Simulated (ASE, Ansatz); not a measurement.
## AlN(11-20)/C(110) interface (80 atoms): support functions against a reference

Aim: test how closely localised support functions follow the reference on AlN(11-20)/C(110) interface (80 atoms), and at what cost. A setting counts as converged where the r.m.s. difference of forces stays under 1 % of the r.m.s. force.

Main program and level: Ansatz 0.2.0; Kohn-Sham DFT, PBE, PAW (set soft_2), plane waves.

### 1. Starting point

The cell holds 80 atoms: 16 Al, 16 N and 48 C. Its edges and angles: a = 10.741 Å, b = 5.013 Å, c = 22.270 Å, α = 90.0°, β = 90.0°, γ = 90.0°. It derives from AlN and C. Wurtzite AlN(11-20), 4 repeat layers, 2 surface cells, strained -0.37 and +0.63 %; diamond-structure C(110), 4 layers, 6 cells, +0.37 and -0.62 %; outer planes 1.82 Å apart, 12 Å of vacuum above; not relaxed, displaced by a Gaussian of 0.02 Å. Regions: AlN, 32 atoms (16 Al and 16 N); C, 48 atoms (48 C). Vacuum lies along c.

Structure file:

```xyz
80
Lattice="10.7406 0.0000 0.0000 0.0000 5.0132 0.0000 0.0000 0.0000 22.2705" Properties=species:S:1:pos:R:3
Al    5.4057    0.0042    6.0039
N     3.5803    0.5675    6.0162
Al    3.5931    2.5039    6.0050
N     5.3744    3.0919    6.0277
Al    2.6887    0.0105    7.5613
N     0.8967    0.6228    7.5506
Al    0.9102    2.4932    7.5635
N     2.6787    3.1043    7.5129
Al    5.3613    0.0240    9.0917
N     3.5902    0.6078    9.1273
Al    3.5943    2.4798    9.0979
N     5.3680    3.1301    9.1596
Al    2.6938    0.0234   10.6693
N     0.9119    0.6018   10.6420
Al    0.9280    2.4806   10.6622
N     2.6566    3.0878   10.6607
Al   10.7266    5.0092    6.0028
N     8.9384    0.5921    6.0317
Al    8.9573    2.4957    5.9979
N     0.0323    3.0882    5.9665
Al    8.0592    0.0224    7.5432
N     6.2473    0.5962    7.5495
Al    6.2712    2.4764    7.5697
N     8.0852    3.1046    7.5764
Al    0.0085    0.0154    9.1271
N     8.9516    0.5872    9.0824
Al    8.9645    2.4961    9.1296
N    10.7279    3.0739    9.1329
Al    8.0668    0.0037   10.6798
N     6.2764    0.5914   10.6796
Al    6.2620    2.4996   10.6299
N     8.0111    3.0713   10.6433
C     4.6224    1.3652   12.4632
C     1.9623    0.1700   12.4688
C     2.8378    0.1480   13.7157
C     3.7446    1.3644   13.8010
C     4.6454    1.4305   14.9836
C     1.9867    0.1556   15.0444
C     2.8440    0.1567   16.2690
C     3.7628    1.4139   16.2753
C     4.6790    3.8980   12.4782
C     1.9240    2.6486   12.4795
C     2.8402    2.6208   13.7182
C     3.7317    3.9222   13.7714
C     4.6345    3.9185   15.0308
C     1.9708    2.6437   14.9589
C     2.8661    2.5850   16.2851
C     3.7232    3.9056   16.3091
C     1.0806    1.3837   12.4862
C     9.0941    0.1448   12.4851
C     9.9931    0.1689   13.7349
C     0.1765    1.4224   13.7906
C     1.0409    1.4158   15.0141
C     9.1279    0.1613   15.0119
C     9.9985    0.1630   16.2935
C     0.1634    1.3920   16.2913
C     1.0586    3.8990   12.4746
C     9.1182    2.6575   12.4802
C    10.0038    2.6539   13.7496
C     0.1765    3.9130   13.6955
C     1.0591    3.8862   14.9927
C     9.1082    2.6413   14.9996
C    10.0391    2.6587   16.2889
C     0.1941    3.8833   16.2766
C     8.1794    1.3926   12.5211
C     5.4947    0.1270   12.4770
C     6.4255    0.1298   13.7280
C     7.2801    1.3818   13.7643
C     8.2162    1.3955   15.0359
C     5.5162    0.1415   15.0170
C     6.4162    0.1455   16.2900
C     7.3203    1.4085   16.2612
C     8.1993    3.9074   12.4973
C     5.5482    2.6402   12.4755
C     6.4246    2.6368   13.7616
C     7.3047    3.8869   13.7389
C     8.2420    3.8893   15.0121
C     5.5432    2.6038   15.0239
C     6.4263    2.6591   16.3038
C     7.3136    3.8754   16.2503
```

What the set-up can't give: The cell is under 6 Å thick along one periodic direction, so every atom has periodic images of itself close by, which move with it and show among its neighbours and in g(r). The host structure and its lattice constant were typed by rule, without a check against the phase diagram. Beside vacuum, support functions can miss their usual error bounds without a warning. The main run has no spin polarisation, so any moments at edges, vacancies or dangling bonds can't form in it.

### 2. Plane-wave single point

This run is the reference for what follows, at a cutoff of 420 eV.

Contents of input.yaml:

```yaml
crystal:
  lattice:
    - [10.7406, 0.0, 0.0]
    - [0.0, 5.0132, 0.0]
    - [0.0, 0.0, 22.27049]
  atoms:
    - { symbol: Al, position: [0.5033, 0.00084, 0.26959] }
    - { symbol: "N", position: [0.33334, 0.11321, 0.27014] }
    - { symbol: Al, position: [0.33453, 0.49947, 0.26964] }
    - { symbol: "N", position: [0.50038, 0.61675, 0.27066] }
    [... 70 atom lines left out ...]
    - { symbol: C, position: [0.59816, 0.52598, 0.61793] }
    - { symbol: C, position: [0.6801, 0.77534, 0.61691] }
    - { symbol: C, position: [0.76737, 0.77582, 0.67408] }
    - { symbol: C, position: [0.5161, 0.51939, 0.67461] }
    - { symbol: C, position: [0.59832, 0.53041, 0.73208] }
    - { symbol: C, position: [0.68093, 0.77304, 0.72968] }
kpoints:
  mp_grid: { grid: [1, 3, 1] }
hamiltonian:
  xc: pbe
scf:
  occupations: { method: gaussian, width: 0.025 }
output:
  forces: true
  populations: intrinsic
  dos:
    method: { smearing: { sigma: 0.08 } }
    de: 0.1
    projected:
      site_lists:
        Al: [Al]
        C: [32, 33, 34, 35, 36, 37, 38, 39, 40, 41, 42, 43, 44, 45, 46, 47, 48, 49, 50, 51, 52, 53, 54, 55, 56, 57, 58, 59, 60, 61, 62, 63, 64, 65, 66, 67, 68, 69, 70, 71, 72, 73, 74, 75, 76, 77, 78, 79]
        "N": ["N"]
        AlN: [0, 1, 2, 3, 4, 5, 6, 7, 8, 9, 10, 11, 12, 13, 14, 15, 16, 17, 18, 19, 20, 21, 22, 23, 24, 25, 26, 27, 28, 29, 30, 31]
  eigenvalues: true
  write_density: true
  write_potential: true
  volumetric_format: npy
```

Launch:

```
> ansatz run input.yaml --threads 4 --pin off --max-ram 8192MiB --backend cpu --events-out ev --progress --plain --runs-dir out
```

Numbers of over 12 decimals in the logs are rounded to 6 here.

What it wrote:

```text
Engine: ansatz 0.2.0, aarch64-unknown-linux-gnu
Pseudopotentials: kind: paw
Pseudopotential: Al, paw, valence charge 3, recommended cutoff 420 eV (normal), Al.paw.azcp
Pseudopotential: N, paw, valence charge 5, recommended cutoff 420 eV (normal), N.paw.azcp
Pseudopotential: C, paw, valence charge 4, recommended cutoff 420 eV (normal), C.paw.azcp
[... 5 lines on functional and potentials left out ...]
Crystal: 80 atoms, lattice volume = 1199.150 Å³
Basis set: ecut = 420 eV, 23489 PW (Γ), exchange–correlation on 144×72×300 points (8 copies of the dense FFT grid, shifted against one another)
Bands: 240, of which v1, the nominal top of the filled ones, is band 160 counted from 1 (159 counted from 0)
Symmetry: 1 space group operations
Space group: P1 (ITA 1), of the structure as read, at distance tolerance 1.1e-4 Å
k-points: 2 of 3 (time reversal used)
[... 7 lines on functional and potentials left out ...]
Initial density: superposition of atomic densities (neutral atoms: chi_scale 0, normalization atom), corrected by the library's trained network
Initial wavefunctions: pseudopotential atomic-orbital guess
Functional: x = pbe(κ = 0.804, μ = 0.219515), c = pbe(β = 0.066725)
SCF iter   1: F=—  HF=-26768.921728 eV  |F-HF|=—  |Δ(HF+E_count)|=         —  Δρ=1.96e-2  dr2=3.80e1  ethr=1.77e-3  ⟨swp⟩=8.0  Hψ=2541  notcnv=0  defer=127
preconditioner: auto → LDOS  [insulator: Δε(μ)=0.103 eV  Ē_g=13.375 eV  σ=0.025 eV  W_gap=0.50  n_scr=214 (ndim 8)  ℏωp=19.2 eV  f_vac=0.396  D(μ)=30.09/eV (n_scr^D=194)  ε∞_Penn≈3.1  β→1.0]
SCF iter   2: F=—  HF=-26767.690067 eV  |F-HF|=—  |Δ(HF+E_count)|=    1.23e0  Δρ=1.21e-2  dr2=5.10e0  ethr=1.77e-3  ⟨swp⟩=2.0  Hψ=582  notcnv=0  defer=142
SCF iter   3: F=—  HF=-26767.528807 eV  |F-HF|=—  |Δ(HF+E_count)|=   1.61e-1  Δρ=7.48e-3  dr2=2.09e0  ethr=1.59e-3  ⟨swp⟩=2.5  Hψ=521  notcnv=0  defer=142
SCF iter   4: F=—  HF=-26767.430355 eV  |F-HF|=—  |Δ(HF+E_count)|=   9.85e-2  Δρ=4.14e-3  dr2=4.51e-1  ethr=6.53e-4  ⟨swp⟩=2.0  Hψ=619  notcnv=0  defer=142
SCF iter   5: F=—  HF=-26767.381956 eV  |F-HF|=—  |Δ(HF+E_count)|=   4.84e-2  Δρ=1.44e-3  dr2=5.50e-2  ethr=1.41e-4  ⟨swp⟩=2.0  Hψ=704  notcnv=0  defer=142
SCF iter   6: F=—  HF=-26767.380187 eV  |F-HF|=—  |Δ(HF+E_count)|=   1.77e-3  Δρ=7.71e-4  dr2=1.33e-2  ethr=1.72e-5  ⟨swp⟩=2.5  Hψ=612  notcnv=0  defer=142
SCF iter   7: F=—  HF=-26767.379763 eV  |F-HF|=—  |Δ(HF+E_count)|=   4.24e-4  Δρ=3.62e-4  dr2=2.86e-3  ethr=4.16e-6  ⟨swp⟩=3.0  Hψ=620  notcnv=0  defer=142
SCF iter   8: F=—  HF=-26767.379745 eV  |F-HF|=—  |Δ(HF+E_count)|=   1.71e-5  Δρ=2.34e-4  dr2=1.04e-3  ethr=8.94e-7  ⟨swp⟩=2.0  Hψ=615  notcnv=0  defer=142
SCF iter   9: F=—  HF=-26767.379791 eV  |F-HF|=—  |Δ(HF+E_count)|=   4.51e-5  Δρ=1.41e-4  dr2=3.51e-4  ethr=3.25e-7  ⟨swp⟩=2.0  Hψ=590  notcnv=0  defer=142
SCF iter  10: F=—  HF=-26767.379775 eV  |F-HF|=—  |Δ(HF+E_count)|=   1.54e-5  Δρ=7.74e-5  dr2=1.03e-4  ethr=1.10e-7  ⟨swp⟩=2.0  Hψ=596  notcnv=0  defer=142
SCF iter  11: F=—  HF=-26767.379803 eV  |F-HF|=—  |Δ(HF+E_count)|=   2.75e-5  Δρ=4.07e-5  dr2=2.76e-5  ethr=3.23e-8  ⟨swp⟩=2.5  Hψ=628  notcnv=0  defer=142
SCF iter  12: F=—  HF=-26767.378582 eV  |F-HF|=—  |Δ(HF+E_count)|=   1.22e-3  Δρ=2.44e-5  dr2=9.31e-6  ethr=8.63e-9  ⟨swp⟩=2.5  Hψ=763  notcnv=0  defer=142
SCF iter  13: F=—  HF=-26767.378586 eV  |F-HF|=—  |Δ(HF+E_count)|=   3.61e-6  Δρ=1.38e-5  dr2=3.16e-6  ethr=2.91e-9  ⟨swp⟩=3.0  Hψ=636  notcnv=0  defer=142
SCF iter  14: F=—  HF=-26767.378587 eV  |F-HF|=—  |Δ(HF+E_count)|=   1.55e-6  Δρ=8.26e-6  dr2=1.18e-6  ethr=9.86e-10  ⟨swp⟩=2.0  Hψ=589  notcnv=0  defer=142
SCF iter  15: F=—  HF=-26767.378589 eV  |F-HF|=—  |Δ(HF+E_count)|=   1.02e-6  Δρ=4.41e-6  dr2=3.13e-7  ethr=3.68e-10  ⟨swp⟩=2.5  Hψ=599  notcnv=0  defer=142
SCF iter  16: F=—  HF=-26767.378589 eV  |F-HF|=—  |Δ(HF+E_count)|=   3.87e-7  Δρ=2.53e-6  dr2=1.06e-7  ethr=3.13e-11  ⟨swp⟩=36.0  Hψ=6089  notcnv=0
SCF iter  17: F=-26767.378589 eV  HF=-26767.378589 eV  |F-HF|=4.10e-9  |Δ(HF+E_count)|=   8.62e-8  Δρ=1.29e-6  dr2=3.00e-8  ethr=3.13e-11  ⟨swp⟩=12.0  Hψ=3378  notcnv=0
SCF 1 converged in 17 iterations: F = -26767.378589 eV  dr2 = 3.00e-8
  greatest PAW one-centre occupation: 0.803 electrons in one spin orbital (limit 2), on the N atom at site 13 (counted from 0), in its partial waves of l = 0
WARN: The output density's exchange-correlation potential varies sharply where the density is thin. Do not read a vacuum level from v_tot or v_xc, or from such a field of the output density. On a cell that repeats whose density bears no net charge and no dipole along the vacuum's axis use v_es (v_loc + v_h of the components); [...]
SCF converged after 17 iterations
Free energy (F): -26767.378589 eV
Harris-Foulkes:  -26767.378589 eV  (|F-HF|=4.10e-9)
Internal energy: -26767.372402 eV  (E = F + TS)
E sigma→0 (E₀):  -26767.375495 eV
Entropy (-TS):   -0.006187 eV (-0.077 meV/atom)
Fermi energy:    3.120892 eV
--- Per-component energies (eV) ---
  E_band       = -1482.772581
  E_kinetic    = 6809.401601
  E_local      = -159796.247121  (includes V_loc(G=0)·N_el)
  E_nonlocal   = 2168.374740
  E_hartree    = 77278.779182
  E_xc         = -3908.094796
  E_vxc        = -4550.204679  (∫ρ·V_xc dr)
  E_paw        = -14268.246514  (= ΣΔE_a)
  E_vpaw       = -671.639068  (= ΣTr[D̂ρ^β])
  E_aug_tail   = 0.001899  (compensation charges beyond the density's cutoff)
  E_ewald      = 64948.658606
  E_smearing   = -0.006187  (= −TS)
  E_closure    = -0.000000  (closes the sum)
  Σ components = -26767.378589   (vs F -26767.378589, Δ=0.00e0)
--- Forces (eV/Å), atoms counted from 1 ---
  atom   1  Al    -2.26479180    -1.38859947     0.97305083
  atom   2  N      0.79540416     1.35065129    -0.71572046
  atom   3  Al     1.54183331    -1.39002578     0.96296112
  atom   4  N     -0.15319430     1.06826358    -0.58868508
  atom   5  Al     0.13035454    -0.13281808    -0.87674533
  atom   6  N      0.37480209    -0.56058443    -0.17097509
  atom   7  Al    -0.82416797     0.58958605    -0.83757124
  atom   8  N     -0.01658691     0.22614072     0.69657522
  atom   9  Al     0.10040654    -0.87941016     0.93135399
  atom  10  N     -0.20018993    -0.43280639     0.12270973
  atom  11  Al     0.04466107     0.26690300     0.52812220
  atom  12  N     -0.32050707    -0.35736061    -0.93203892
  atom  13  Al     0.65680648    -0.82400170     0.19072284
  atom  14  N     -0.78594336     2.34645524    -2.07667111
[...]
atom  79  C      4.06706258    -0.60453626    -1.85394221
  atom  80  C     -4.06287174     0.89779657    -1.01431622
  max |Σ_I F_I| component: 1.18e-4 eV/Å
--- Band table (eV) ---
  k-point 0: bands = ["-17.7368", "-16.8381", "-16.6627", "-15.2227", [... 224 levels ...], "10.9814", "11.0286", "11.0815", "11.1557", "11.1984", "11.2507", "11.3236", "11.3542", "11.4396", "11.5450", "11.5687", "11.5841"]
  k-point 1: bands = ["-17.2313", "-16.3567", "-16.1668", "-15.6769", [... 224 levels ...], "11.1394", "11.1892", "11.2148", "11.2552", "11.3177", "11.3736", "11.4467", "11.4803", "11.5171", "11.5512", "11.6418", "11.6917"]
--- intrinsic populations: 80 sites ---
  site symbol       q [e]
     0     Al      1.8809
     1      N      6.0617
     2     Al      1.8775
[...]
79      C      4.0245
  spilling = 0.000000 (of n_electrons = 320.000000)
```

Wall time 53 s (4 threads of Arm Neoverse V2, shared host); peak memory 2.5 GiB; 3.4 min of CPU time.

The program notes that the exchange-correlation potential is rough where the density is thin.

Numbers from this run:

```yaml
free_energy: -26767.3786 eV
free_energy_per_atom: -334.5922 eV/atom
scf_cycles: 17
r_m_s_force_component: 1.575 eV/Å
longest_force: 5.074 eV/Å
fermi_energy: 3.121 eV
levels_partly_filled_by_over_2_per_cent: 3
```

The r.m.s. force component of 1.6 eV/Å sets the scale for the differences below.

### 3. Support functions medium

With localised support functions most steps grow linearly with size, though the diagonalisation grows faster unless the density matrix is cut; this run measures error and cost at this size.

This step: Kohn-Sham DFT, PBE, PAW (set soft_2), localised support functions (medium) (Ansatz 0.2.0).

input.yaml, the sections that differ from step 2:

```yaml
scf:
  occupations: { method: gaussian, width: 0.025 }
  eigensolver: { kind: { support_functions: { accuracy: medium } } }
  mixing: { beta: 0.2 }
  max_iter: 150
output:
  forces: true
# crystal, kpoints, hamiltonian: as in step 2
```

What it wrote:

```text
Warning: scf.eigensolver.kind.support_functions: disabling space-group detection — the functions' gradient is summed over unrotated k-points, so no spatial operation reduces the k-mesh or symmetrises the density; time reversal is kept, so that k and −k are solved as one point where they differ and the mesh holds both, and exact exchange and, on two spinor components, a DFT+U term hold to it where the run has them: [...]
settings of this run that can trade accuracy for cost: scf.eigensolver.kind.support_functions [...]
[...]
Crystal: 80 atoms, lattice volume = 1199.150 Å³
Basis set: ecut = 420 eV, 23489 PW (Γ), exchange–correlation on 144×72×300 points (8 copies of the dense FFT grid, shifted against one another)
Bands: 192, of which v1, the nominal top of the filled ones, is band 160 counted from 1 (159 counted from 0)
Symmetry: 1 space group operations
k-points: 2 of 3 (time reversal used)
[...]
SCF iter   1: F=—  HF=-26789.587215 eV  |F-HF|=—  |Δ(HF+E_count)|=         —  Δρ=1.11e-1  dr2=2.10e2  ethr=1.00e-1
[...]
SCF iter  24: F=—  HF=-26767.651812 eV  |F-HF|=—  |Δ(HF+E_count)|=   6.23e-7  Δρ=1.31e-5  dr2=2.66e-6  ethr=2.02e-9  κ⁻¹=1.3e-4(r=7)
SCF iter  25: F=-26767.651812 eV  HF=-26767.651812 eV  |F-HF|=1.47e-7  |Δ(HF+E_count)|=   2.72e-7  Δρ=7.47e-6  dr2=1.19e-6  ethr=8.33e-10
SCF 1 converged in 25 iterations: F = -26767.659440 eV  dr2 = 1.19e-6
[...]
SCF converged after 25 iterations
Stability not checked: this state was not tested for a lower state beside it, because the mixer in use, unlike msr1, does not test its closes by its own steps (another_mixer; see scf.mixing.algorithm and scf.lower_state_search)
Free energy (F): -26767.659440 eV
[...]
Internal energy: -26767.653265 eV  (E = F + TS)
E sigma→0 (E₀):  -26767.656352 eV
Entropy (-TS):   -0.006174 eV (-0.077 meV/atom)
Fermi energy:    3.121126 eV
[...]
Σ components = -26767.659440   (vs F -26767.659440, Δ=0.00e0)
--- Forces (eV/Å), atoms counted from 1 ---
  atom   1  Al    -2.26537764    -1.38881023     0.97432194
  atom   2  N      0.79558277     1.35073554    -0.71481943
  atom   3  Al     1.54232343    -1.39028547     0.96421740
  atom   4  N     -0.15308921     1.06780512    -0.58760978
[...]
atom  80  C     -4.06161668     0.89826478    -1.01488619
  max |Σ_I F_I| component: 2.22e-2 eV/Å
--- Band table (eV) ---
[...]
guard bands above this table: 27 of the run's 192 bands (output.publish_guard_bands: true publishes all)
[...]
```

It took 1.9 min on 4 threads; peak memory 2.4 GiB; 7.3 min of CPU time.

The program notes that the band table was not solved further than the SCF left it and it switched symmetry off.

Keys that differ from the reference: support_functions.accuracy = "medium", scf.max_iter = 150 and scf.mixing.beta = 0.2.

Forces differ from the reference by 0.66 meV/Å r.m.s., 0.042 % of their size, well within a tolerance of 1 %; the energy by -3.5 meV/atom. It took 1.9 min and 25 cycles; the reference's time can't be set against it, since the two runs asked for unlike analyses.

### 4. Support functions low

With localised support functions most steps grow linearly with size, though the diagonalisation grows faster unless the density matrix is cut; this run measures error and cost at this size.

This step: Kohn-Sham DFT, PBE, PAW (set soft_2), localised support functions (low) (Ansatz 0.2.0).

input.yaml, the sections that differ from step 3:

```yaml
scf:
  occupations: { method: gaussian, width: 0.025 }
  eigensolver: { kind: { support_functions: { accuracy: low } } }
  mixing: { beta: 0.2 }
  max_iter: 150
# crystal, kpoints, hamiltonian, output: as in step 3
```

What it wrote:

```text
[...]
Crystal: 80 atoms, lattice volume = 1199.150 Å³
Basis set: ecut = 420 eV, 23489 PW (Γ), exchange–correlation on 144×72×300 points (8 copies of the dense FFT grid, shifted against one another)
Bands: 192, of which v1, the nominal top of the filled ones, is band 160 counted from 1 (159 counted from 0)
Symmetry: 1 space group operations
k-points: 2 of 3 (time reversal used)
[...]
SCF iter   1: F=—  HF=-26789.582428 eV  |F-HF|=—  |Δ(HF+E_count)|=         —  Δρ=1.11e-1  dr2=2.10e2  ethr=1.00e-1
[...]
SCF iter  21: F=—  HF=-26767.650947 eV  |F-HF|=—  |Δ(HF+E_count)|=   3.16e-4  Δρ=5.66e-5  dr2=4.03e-5  ethr=2.80e-8  κ⁻¹=2.6e-4(r=7)
SCF iter  22: F=-26767.651223 eV  HF=-26767.651225 eV  |F-HF|=1.83e-6  |Δ(HF+E_count)|=   2.78e-4  Δρ=3.81e-5  dr2=1.45e-5  ethr=1.26e-8
SCF 1 converged in 22 iterations: F = -26767.659410 eV  dr2 = 1.45e-5
[...]
SCF converged after 22 iterations
[...]
Free energy (F): -26767.659410 eV
[...]
Internal energy: -26767.653235 eV  (E = F + TS)
E sigma→0 (E₀):  -26767.656323 eV
Entropy (-TS):   -0.006175 eV (-0.077 meV/atom)
Fermi energy:    3.119999 eV
[...]
Σ components = -26767.659410   (vs F -26767.659410, Δ=0.00e0)
--- Forces (eV/Å), atoms counted from 1 ---
  atom   1  Al    -2.26573786    -1.38892383     0.97416468
  atom   2  N      0.79553143     1.35077487    -0.71447547
  atom   3  Al     1.54252522    -1.39037199     0.96400509
  atom   4  N     -0.15304874     1.06775301    -0.58727876
[...]
atom  80  C     -4.06172750     0.89841908    -1.01460376
  max |Σ_I F_I| component: 2.18e-2 eV/Å
--- Band table (eV) ---
[...]
```

Wall time 1.7 min (4 threads); peak memory 2.4 GiB; 6.7 min of CPU time.

Keys that differ from the reference: support_functions.accuracy = "low", scf.max_iter = 150 and scf.mixing.beta = 0.2.

Forces differ from the reference by 0.69 meV/Å r.m.s., 0.044 % of their size, well within a tolerance of 1 %; the energy by -3.5 meV/atom. It took 1.7 min and 22 cycles; the reference's time can't be set against it, since the two runs asked for unlike analyses.

(Continued in part 2 of 3.)

[Logs are printed without paths, hosts, clocks, repeated set-up lines and the standing remarks that a program may print on its own settings, such as how far it seeks lower states.]

[Hosts, paths, dates, database ids (printed as entryN), source tags and the programs' standing remarks are cut or masked in the printed files.]
